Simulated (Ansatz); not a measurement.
**How fast states decay through ScAlH2O4**

Aim: relax a made-up compound, ScAlH2O4, and see how good a tunnel barrier it would be. It is built by putting Al for part of the Sc in the ScHO2 structure of space group Cmc2_1, with the volume rescaled by atomic radii. The parent structure comes from the Materials Project.

Method: PBE DFT, plane waves, PAW files, in the first sound run; inputs show where later runs differ, in Ansatz 0.2.0.

The structure was built from a prototype and need not be the compound's stable phase.

## 1. Starting point

It takes space group Cm (No. 8, monoclinic). Conventional cell: a = 12.220 Å, b = 3.084 Å, c = 3.821 Å, α = 90.00°, β = 90.00°, γ = 90.00°. Sc has 6 O at 1.97 to 2.04 Å and 2 H at 2.58 Å nearest. Al has 6 O at 1.97 to 2.04 Å nearest. Nearest to H lie 2 O at 0.94 to 1.61 Å and 2 H at 1.95 Å and 2 Sc at 2.58 Å. Nearest to H lie 1 O at 0.94 Å. O has 2 Al at 1.97 Å and 2 Sc at 2.04 Å nearest. Nearest to O lie 2 Sc at 1.97 Å and 2 Al at 2.04 Å. It derives from ScHO2. Al for part of the Sc in the ScHO2 structure of space group Cmc2_1. Farther neighbours and most contacts between anions are not listed.

## 2. Relaxing the new crystal

The substituted atoms don't fit the parent's cell, so cell and atoms relax together. A small smearing keeps the run stable in case the gap closes on the way.

input.yaml

```yaml
crystal:
  lattice:
    - [1.5418081879, -6.109763197, 0.0]
    - [1.5418081879, 6.109763197, 0.0]
    - [0.0, 0.0, 3.8213126014]
  atoms:
    - { symbol: Sc, position: [0.324357, 0.675643, 0.74972247] }
    - { symbol: Al, position: [0.675643, 0.324357, 0.24972247] }
    - { symbol: H, position: [0.98392189, 0.01607811, 0.56696891] }
    - { symbol: H, position: [0.01607811, 0.98392189, 0.06696891] }
    - { symbol: O, position: [0.71489868, 0.28510132, 0.74912098] }
    - { symbol: O, position: [0.28510132, 0.71489868, 0.24912098] }
    - { symbol: O, position: [0.93073331, 0.06926669, 0.74478865] }
    - { symbol: O, position: [0.06926669, 0.93073331, 0.24478865] }
kpoints:
  mp_grid: { grid: [8, 8, 6] }
scf:
  occupations: { method: gaussian, width: 0.03 }
hamiltonian:
  xc: pbe
output:
  forces: true
  stress: true
relax:
  f_tol: 0.02
  max_steps: 60
  cell: {}
```

Started as:

```bash
> ansatz run input.yaml --threads 2 --pin off --max-ram 4096MiB --backend cpu --events-out ev --progress --plain --runs-dir out
```

Numbers of over 12 decimals in the logs are rounded to 6 here.

What it wrote:

```text
basis.fft_grid_basis auto: the FFT boxes are laid along the combinations [[1, 1, 0], [0, 1, 0], [0, 0, 1]] of the cell's own vectors, 3.084, 6.301 and 3.821 Å long. The dense box has 24×45×27 points. Along the cell's own vectors, as sized, it would have 45×45×27, 1.88 times as many. Of the 2 symmetry operations that the crystal satisfies within crystal.symmetry.tolerance (time reversal apart; of a slab, those that ke [...]
Engine: ansatz 0.2.0, x86_64-unknown-linux-gnu
Pseudopotentials: kind: paw
Pseudopotential: Sc, paw, valence charge 11, recommended cutoff 420 eV (normal), Sc.paw.azcp
Pseudopotential: Al, paw, valence charge 3, recommended cutoff 420 eV (normal), Al.paw.azcp
Pseudopotential: H, paw, valence charge 1, recommended cutoff 420 eV (normal), H.paw.azcp
Pseudopotential: O, paw, valence charge 6, recommended cutoff 420 eV (normal), O.paw.azcp
Functional definition: PBE
  parameter kappa = 0.804
  parameter beta = 0.066725
  exchange = pbe_x(kappa = kappa, mu = beta*pi^2/3)
  correlation = pbe_c(beta = beta)
Crystal: 8 atoms, lattice volume = 71.994 Å³
Basis set: ecut = 420 eV, 1405 PW (Γ), FFT grids on a1+a2, a2, a3, exchange–correlation on 48×90×54 points (8 copies of the dense FFT grid, shifted against one another)
Bands: 28, of which v1, the nominal top of the filled ones, is band 20 counted from 1 (19 counted from 0)
Symmetry: 2 space group operations
Space group: Cm (ITA 8), of the structure as read, at distance tolerance 4.2e-5 Å
k-points: 114 of 384 (time reversal used)
Non-local potential: Sc, projectors of the file, l = 0: 3, l = 1: 2, l = 2: 3, l = 3: 1
Non-local potential: Al, projectors of the file, l = 0: 2, l = 1: 2, l = 2: 1
Non-local potential: H, projectors of the file, l = 0: 2, l = 1: 1
Non-local potential: O, projectors of the file, l = 0: 2, l = 1: 2, l = 2: 1
PAW form: soft (Blöchl's): semilocal exchange-correlation on the pseudo side does not see the compensation charge
PAW one-centre angular grid: Sc, 590 points (default); XC on 64 Gauss nodes
PAW one-centre angular grid: Al, 110 points (default); XC on 64 Gauss nodes
PAW one-centre angular grid: H, 110 points (default); XC on 64 Gauss nodes
PAW one-centre angular grid: O, 110 points (default); XC on 64 Gauss nodes
Initial density: superposition of atomic densities (neutral atoms: chi_scale 0, normalization atom), corrected by the library's trained network
Initial wavefunctions: pseudopotential atomic-orbital guess
Functional: x = pbe(κ = 0.804, μ = 0.219515), c = pbe(β = 0.066725)
SCF iter   1: F=—  HF=-4983.262867 eV  |F-HF|=—  |Δ(HF+E_count)|=         —  Δρ=3.71e-3  dr2=8.36e-3  ethr=1.77e-3  ⟨swp⟩=6.2  Hψ=15176  notcnv=0  defer=1
preconditioner: auto → none  [insulator: Δε(μ)=4.806 eV  Ē_g=17.382 eV  σ=0.030 eV  W_gap=1.00  n_scr=14 (ndim 8)  ℏωp=27.0 eV  f_vac=0.070  D(μ)=0.00/eV (n_scr^D=0)  ε∞_Penn≈3.4]
SCF iter   2: F=—  HF=-4983.260563 eV  |F-HF|=—  |Δ(HF+E_count)|=   2.30e-3  Δρ=2.92e-3  dr2=4.26e-3  ethr=2.09e-5  ⟨swp⟩=2.1  Hψ=6162  notcnv=0  defer=328
SCF iter   3: F=—  HF=-4983.259508 eV  |F-HF|=—  |Δ(HF+E_count)|=   1.06e-3  Δρ=9.71e-4  dr2=2.98e-4  ethr=1.06e-5  ⟨swp⟩=2.1  Hψ=4824  notcnv=0  defer=328
SCF iter   4: F=—  HF=-4983.259256 eV  |F-HF|=—  |Δ(HF+E_count)|=   2.52e-4  Δρ=3.45e-4  dr2=3.86e-5  ethr=7.44e-7  ⟨swp⟩=2.4  Hψ=4577  notcnv=0  defer=328
SCF iter   5: F=—  HF=-4983.259230 eV  |F-HF|=—  |Δ(HF+E_count)|=   2.64e-5  Δρ=1.25e-4  dr2=5.65e-6  ethr=9.66e-8  ⟨swp⟩=2.0  Hψ=4593  notcnv=0  defer=328
SCF iter   6: F=—  HF=-4983.259231 eV  |F-HF|=—  |Δ(HF+E_count)|=   8.96e-7  Δρ=3.55e-5  dr2=3.54e-7  ethr=1.41e-8  ⟨swp⟩=2.0  Hψ=4353  notcnv=0  defer=328
SCF iter   7: F=-4983.259231 eV  HF=-4983.259231 eV  |F-HF|=3.42e-8  |Δ(HF+E_count)|=   4.20e-7  Δρ=1.37e-5  dr2=6.60e-8  ethr=2.50e-10  ⟨swp⟩=5.1  Hψ=10928  notcnv=0
SCF 1 converged in 7 iterations: F = -4983.259231 eV  dr2 = 6.60e-8
  greatest PAW one-centre occupation: 0.998 electrons in one spin orbital (limit 2), on the Sc atom at site 0 (counted from 0), in its partial waves of l = 0
relax step   1: F+E_penalty+E_count = -4983.25923113 eV  Δ(F+E_penalty+E_count) = +0.000e0 eV  max|allowed force component| = 3.655e0 eV/Å  Δτ_max = 0.0000 Å  P = +14.315 GPa  Ω = 71.994 Å³  (7 SCF iters, dr2 threshold 1.00e-7 eV, accepted)
Crystal: 8 atoms, lattice volume = 75.479 Å³
Basis set: ecut = 420 eV, 1481 PW (Γ), FFT grids on a1+a2, a2, a3, exchange–correlation on 48×90×54 points (8 copies of the dense FFT grid, shifted against one another)
Initial density: handed on by an earlier stage of this run
Initial wavefunctions: those handed on with the density
iter 1 solved again at ethr=8.03e-4 eV; its pass at ethr=3.10e-3 eV (dr2=3.21e-1 eV) is discarded
SCF iter   1: F=—  HF=-4984.016621 eV  |F-HF|=—  |Δ(HF+E_count)|=         —  Δρ=1.97e-2  dr2=3.35e-1  ethr=8.03e-4  ⟨swp⟩=1.8  Hψ=17501  notcnv=0
preconditioner: auto → none  [insulator: Δε(μ)=4.506 eV  Ē_g=17.000 eV  σ=0.030 eV  W_gap=1.00  n_scr=14 (ndim 8)  ℏωp=26.3 eV  f_vac=0.099  D(μ)=0.00/eV (n_scr^D=0)  ε∞_Penn≈3.4]
SCF iter   2: F=—  HF=-4983.949222 eV  |F-HF|=—  |Δ(HF+E_count)|=   6.74e-2  Δρ=1.01e-2  dr2=8.30e-2  ethr=8.03e-4  ⟨swp⟩=3.4  Hψ=7049  notcnv=0  defer=1
SCF iter   3: F=—  HF=-4983.930328 eV  |F-HF|=—  |Δ(HF+E_count)|=   1.89e-2  Δρ=5.47e-3  dr2=1.10e-2  ethr=2.07e-4  ⟨swp⟩=2.4  Hψ=5932  notcnv=0  defer=207
SCF iter   4: F=—  HF=-4983.930292 eV  |F-HF|=—  |Δ(HF+E_count)|=   3.63e-5  Δρ=2.33e-3  dr2=1.56e-3  ethr=2.74e-5  ⟨swp⟩=2.0  Hψ=5106  notcnv=0  defer=207
SCF iter   5: F=—  HF=-4983.930799 eV  |F-HF|=—  |Δ(HF+E_count)|=   5.07e-4  Δρ=7.54e-4  dr2=2.38e-4  ethr=3.90e-6  ⟨swp⟩=2.0  Hψ=4547  notcnv=0  defer=207
SCF iter   6: F=—  HF=-4983.930786 eV  |F-HF|=—  |Δ(HF+E_count)|=   1.26e-5  Δρ=2.34e-4  dr2=1.69e-5  ethr=5.94e-7  ⟨swp⟩=2.0  Hψ=4486  notcnv=0  defer=207
SCF iter   7: F=—  HF=-4983.930793 eV  |F-HF|=—  |Δ(HF+E_count)|=   6.85e-6  Δρ=7.04e-5  dr2=1.88e-6  ethr=4.23e-8  ⟨swp⟩=2.0  Hψ=4364  notcnv=0  defer=207
SCF iter   8: F=-4983.930793 eV  HF=-4983.930793 eV  |F-HF|=1.84e-8  |Δ(HF+E_count)|=   3.83e-7  Δρ=2.33e-5  dr2=2.32e-7  ethr=2.00e-9  ⟨swp⟩=5.0  Hψ=10897  notcnv=0
SCF 2 converged in 8 iterations: F = -4983.930793 eV  dr2 = 2.32e-7
relax step   2: F+E_penalty+E_count = -4983.93079313 eV  Δ(F+E_penalty+E_count) = -6.716e-1 eV  max|allowed force component| = 9.074e-1 eV/Å  Δτ_max = 0.1269 Å  P = +1.827 GPa  Ω = 75.479 Å³  energy of the carried Pulay correction = -1.706e-2 eV  (8 SCF iters, dr2 threshold 8.00e-7 eV, accepted)
Crystal: 8 atoms, lattice volume = 75.933 Å³
[...]
SCF 3 converged in 7 iterations: F = -4983.968871 eV  dr2 = 1.05e-7
relax step   3: F+E_penalty+E_count = -4983.96887093 eV  Δ(F+E_penalty+E_count) = -3.808e-2 eV  max|allowed force component| = 1.202e-1 eV/Å  Δτ_max = 0.0330 Å  P = +0.009 GPa  Ω = 75.933 Å³  energy of the carried Pulay correction = -1.923e-2 eV  (7 SCF iters, dr2 threshold 8.00e-7 eV, accepted)
[... from here on, the SCF cycles and remarks between the steps are left out ...]
relax step   4: F+E_penalty+E_count = -4983.96978488 eV  Δ(F+E_penalty+E_count) = -9.140e-4 eV  max|allowed force component| = 6.033e-2 eV/Å  Δτ_max = 0.0054 Å  P = -0.021 GPa  Ω = 75.957 Å³  energy of the carried Pulay correction = -1.934e-2 eV  (5 SCF iters, dr2 threshold 8.00e-7 eV, accepted)
relax step   5: F+E_penalty+E_count = -4983.97021507 eV  Δ(F+E_penalty+E_count) = -4.302e-4 eV  max|allowed force component| = 2.561e-2 eV/Å  Δτ_max = 0.0020 Å  P = -0.008 GPa  Ω = 75.919 Å³  energy of the carried Pulay correction = -1.916e-2 eV  (5 SCF iters, dr2 threshold 2.27e-7 eV, accepted)
relax step   6: F+E_penalty+E_count = -4983.97059950 eV  Δ(F+E_penalty+E_count) = -3.844e-4 eV  max|allowed force component| = 9.204e-3 eV/Å  Δτ_max = 0.0028 Å  P = +0.000 GPa  Ω = 75.867 Å³  energy of the carried Pulay correction = -1.891e-2 eV  (6 SCF iters, dr2 threshold 4.10e-8 eV, accepted)
relax step   7: F+E_penalty+E_count = -4983.97058265 eV  Δ(F+E_penalty+E_count) = +1.685e-5 eV  max|allowed force component| = 1.525e-2 eV/Å  Δτ_max = 0.0035 Å  P = -0.001 GPa  Ω = 75.874 Å³  energy of the carried Pulay correction = -1.895e-2 eV  (6 SCF iters, dr2 threshold 6.59e-9 eV, accepted)
relax step   8: F+E_penalty+E_count = -4983.99823313 eV  Δ(F+E_penalty+E_count) = -2.765e-2 eV  max|allowed force component| = 1.434e-2 eV/Å  Δτ_max = 0.0000 Å  P = +0.537 GPa  Ω = 75.874 Å³  stress off target by 8.61e-1 GPa  SCF on the basis re-selected at this cell (its energy is not comparable with the rows above)  (8 SCF iters)
relax step   9: F+E_penalty+E_count = -4983.99674408 eV  Δ(F+E_penalty+E_count) = +1.489e-3 eV  max|allowed force component| = 2.646e-2 eV/Å  Δτ_max = 0.0066 Å  P = -0.257 GPa  Ω = 76.406 Å³  energy of the carried Pulay correction = -2.510e-3 eV  (5 SCF iters, dr2 threshold 8.00e-7 eV, accepted)
relax step  10: F+E_penalty+E_count = -4983.99644403 eV  Δ(F+E_penalty+E_count) = +3.000e-4 eV  max|allowed force component| = 4.392e-2 eV/Å  Δτ_max = 0.0075 Å  P = -0.149 GPa  Ω = 76.497 Å³  energy of the carried Pulay correction = -2.943e-3 eV  (6 SCF iters, dr2 threshold 2.82e-7 eV, accepted)
relax step  11: F+E_penalty+E_count = -4983.99690174 eV  Δ(F+E_penalty+E_count) = -4.577e-4 eV  max|allowed force component| = 1.404e-2 eV/Å  Δτ_max = 0.0029 Å  P = +0.003 GPa  Ω = 76.436 Å³  energy of the carried Pulay correction = -2.646e-3 eV  (5 SCF iters, dr2 threshold 1.21e-7 eV, accepted)
relax step  12: F+E_penalty+E_count = -4983.99973267 eV  Δ(F+E_penalty+E_count) = -2.831e-3 eV  max|allowed force component| = 1.381e-2 eV/Å  Δτ_max = 0.0000 Å  P = +0.026 GPa  Ω = 76.436 Å³  stress off target by 9.13e-2 GPa  SCF on the basis re-selected at this cell (its energy is not comparable with the rows above)  (7 SCF iters)
relax step  13: F+E_penalty+E_count = -4983.99966962 eV  Δ(F+E_penalty+E_count) = +6.305e-5 eV  max|allowed force component| = 1.356e-2 eV/Å  Δτ_max = 0.0014 Å  P = +0.001 GPa  Ω = 76.455 Å³  energy of the carried Pulay correction = -8.630e-5 eV  (6 SCF iters, dr2 threshold 2.08e-8 eV, accepted)
iter 1 solved again at ethr=1.89e-8 eV; its pass at ethr=3.10e-3 eV (dr2=7.57e-6 eV) is discarded
SCF iter   1: F=—  HF=-4983.999743 eV  |F-HF|=—  |Δ(HF+E_count)|=         —  Δρ=3.44e-5  dr2=3.07e-8  ethr=1.89e-8  ⟨swp⟩=3.9  Hψ=24359  notcnv=0
preconditioner: auto → none  [insulator: Δε(μ)=4.089 eV  Ē_g=16.783 eV  σ=0.030 eV  W_gap=1.00  n_scr=14 (ndim 8)  ℏωp=26.2 eV  f_vac=0.084  D(μ)=0.00/eV (n_scr^D=0)  ε∞_Penn≈3.4]
SCF iter   2: F=—  HF=-4983.999733 eV  |F-HF|=—  |Δ(HF+E_count)|=   9.24e-6  Δρ=1.74e-5  dr2=1.25e-8  ethr=7.69e-11  ⟨swp⟩=3.0  Hψ=6496  notcnv=0
SCF iter   3: F=—  HF=-4983.999737 eV  |F-HF|=—  |Δ(HF+E_count)|=   3.84e-6  Δρ=9.36e-6  dr2=3.22e-9  ethr=3.12e-11  ⟨swp⟩=2.0  Hψ=4674  notcnv=0
SCF iter   4: F=—  HF=-4983.999739 eV  |F-HF|=—  |Δ(HF+E_count)|=   1.30e-6  Δρ=4.02e-6  dr2=1.28e-9  ethr=8.06e-12  ⟨swp⟩=2.0  Hψ=4674  notcnv=0
SCF iter   5: F=—  HF=-4983.999739 eV  |F-HF|=—  |Δ(HF+E_count)|=   2.44e-7  Δρ=1.43e-6  dr2=1.41e-10  ethr=3.20e-12  ⟨swp⟩=2.0  Hψ=4389  notcnv=0
SCF iter   6: F=-4983.999739 eV  HF=-4983.999739 eV  |F-HF|=2.66e-9  |Δ(HF+E_count)|=   3.35e-8  Δρ=4.14e-7  dr2=1.52e-11  ethr=1.00e-12  ⟨swp⟩=5.0  Hψ=10301  notcnv=0
SCF 14 converged in 6 iterations: F = -4983.999739 eV  dr2 = 1.52e-11
relax step  14: F+E_penalty+E_count = -4983.99973882 eV  Δ(F+E_penalty+E_count) = -6.920e-5 eV  max|allowed force component| = 1.355e-2 eV/Å  Δτ_max = 0.0000 Å  P = +0.002 GPa  Ω = 76.455 Å³  stress off target by 3.25e-2 GPa  SCF on the basis re-selected at this cell (its energy is not comparable with the rows above)  (6 SCF iters)
basis re-selected at this cell: Δ(F+E_penalty+E_count) = -6.920e-5 eV, ΔP = +0.000 GPa vs the last step (what re-selecting the basis moved, of the pressure what is left beyond the Pulay correction that the steps carried, after the strain that the cell walked since its last selection, with what the two solves' SCF thresholds leave and, on support functions, any second-order correction that the steps lacked; it is no m [...]
SCF converged after 6 iterations
Free energy (F): -4983.999739 eV
Harris-Foulkes:  -4983.999739 eV  (|F-HF|=2.66e-9)
Internal energy: -4983.999739 eV  (E = F + TS)
E sigma→0 (E₀):  -4983.999739 eV
Fermi energy:    7.208254 eV
--- Per-component energies (eV) ---
  E_band       = -246.650561
  E_kinetic    = 1024.341844
  E_local      = -2804.428570  (includes V_loc(G=0)·N_el)
  E_nonlocal   = 282.194928
  E_hartree    = 1039.028477
  E_xc         = -461.461949
  E_vxc        = -563.760373  (∫ρ·V_xc dr)
  E_paw        = -2056.015553  (= ΣΔE_a)
  E_vpaw       = -263.063152  (= ΣTr[D̂ρ^β])
  E_aug_tail   = 0.007791  (compensation charges beyond the density's cutoff)
  E_ewald      = -2007.666706
  E_smearing   = -0.000000  (= −TS)
  E_closure    = 0.000000  (closes the sum)
  Σ components = -4983.999739   (vs F -4983.999739, Δ=0.00e0)
--- Forces (eV/Å), atoms counted from 1 ---
  atom   1  Sc     0.00000000    -0.00426551     0.00441139
  atom   2  Al     0.00000000    -0.00179036     0.00069070
  atom   3  H      0.00000000     0.00483623     0.00490742
  atom   4  H      0.00000000    -0.01024802     0.01225447
  atom   5  O      0.00000000     0.00359089     0.00094400
  atom   6  O      0.00000000     0.00337921    -0.00399414
  atom   7  O      0.00000000    -0.00803652    -0.00564969
  atom   8  O      0.00000000     0.01253387    -0.01355129
  max |Σ_I F_I| component: 1.29e-5 eV/Å
--- Stress (GPa, compression-positive) ---
        0.020934       0.000000       0.000000
        0.000000       0.004859       0.020473
        0.000000       0.020471      -0.021236
  P = ⅓ Tr σ = 0.0015 GPa (0.015 kbar)
--- Relaxed structure (11 steps of the walk, 11 accepted, 3 SCFs on fresh bases) ---
  F+E_penalty+E_count = -4983.99973882 eV   max|allowed force component| = 1.355e-2 eV/Å   (the final SCF, on the basis selected at the relaxed cell)
  cell:  # Å, volume = 76.4553 Å³
    - [1.535727, -6.404990, -0.00643978]
    - [1.535727, 6.404990, 0.00643978]
    - [0.0, 0.00402772, 3.886385]
  atoms:
    - { symbol: Sc, position: [0.319817, 0.680183, 0.749889] }
    - { symbol: Al, position: [0.675463, 0.324537, 0.248524] }
    - { symbol: H, position: [0.988084, 0.011916, 0.567214] }
    - { symbol: H, position: [0.026920, 0.973080, 0.062384] }
    - { symbol: O, position: [0.702384, 0.297616, 0.747326] }
    - { symbol: O, position: [0.275206, 0.724794, 0.248780] }
    - { symbol: O, position: [0.931998, 0.068002, 0.746385] }
    - { symbol: O, position: [0.080128, 0.919872, 0.250700] }
```

It took 2 min on 2 threads of Intel Xeon Platinum 8259CL at 2.50GHz (Skylake/Cascade Lake), shared host; peak memory 0.55 GiB.

Relaxation path:

```
step  energy less that of the first step (eV)  largest force component (eV/Å)  pressure (GPa)  volume (Å³)
   1                                   0.0000                          3.6551           14.31        71.99
   2                                  -0.6716                          0.9074            1.83        75.48
   3                                  -0.7096                          0.1202            0.01        75.93
   4                                  -0.7106                          0.0603           -0.02        75.96
   5                                  -0.7110                          0.0256           -0.01        75.92
   6                                  -0.7114                          0.0092            0.00        75.87
   7                                  -0.7114                          0.0153            0.00        75.87
  8*                                  -0.7390                          0.0143            0.54        75.87
   9                                  -0.7375                          0.0265           -0.26        76.41
  10                                  -0.7372                          0.0439           -0.15        76.50
  11                                  -0.7377                          0.0140            0.00        76.44
 12*                                  -0.7405                          0.0138            0.03        76.44
  13                                  -0.7404                          0.0136            0.00        76.46
 14*                                  -0.7405                          0.0136            0.00        76.46
```

Relaxation steps marked * repeat the geometry before them on a plane-wave basis chosen anew for their cell, so energy and pressure can jump there.

Forces are held to the 2 operations that the run works with; a distortion that breaks them can't arise in this run.

```
     cell as run  before   after  change
           a (Å)   6.301   6.587  +4.5 %
           b (Å)   6.301   6.587  +4.5 %
           c (Å)   3.821   3.886  +1.7 %
           α (°)   90.00   89.89  -0.1 %
           β (°)   90.00   90.11  +0.1 %
           γ (°)  151.67  153.03  +0.9 %
volume (Å³/atom)    9.00    9.56  +6.2 %
```

The atoms that moved most (Å, as changes of fractional coordinates times the final cell):

```
atom     dx      dy      dz  length
  O5  0.000   0.160  -0.007   0.160
  O8  0.000  -0.139   0.023   0.141
  H4  0.000  -0.139  -0.018   0.140
  O6  0.000   0.127  -0.001   0.127
 Sc1  0.000   0.058   0.001   0.058
  H3  0.000  -0.053   0.001   0.053
  O7  0.000  -0.016   0.006   0.017
 Al2  0.000   0.002  -0.005   0.005
```

This step gave:

```
free energy  : -4983.9997 eV
Fermi energy : 7.208 eV
pressure     : 0.001519 GPa
```

The largest force component on a free atom ends at 0.014 eV/Å.

(Continued in part 2 of 3.)

[Logs are printed without paths, hosts, clocks, repeated set-up lines and the standing remarks that a program may print on its own settings, such as how far it seeks lower states.]

[Hosts, paths, dates, database ids (printed as entryN), source tags and the programs' standing remarks are cut or masked in the printed files.]
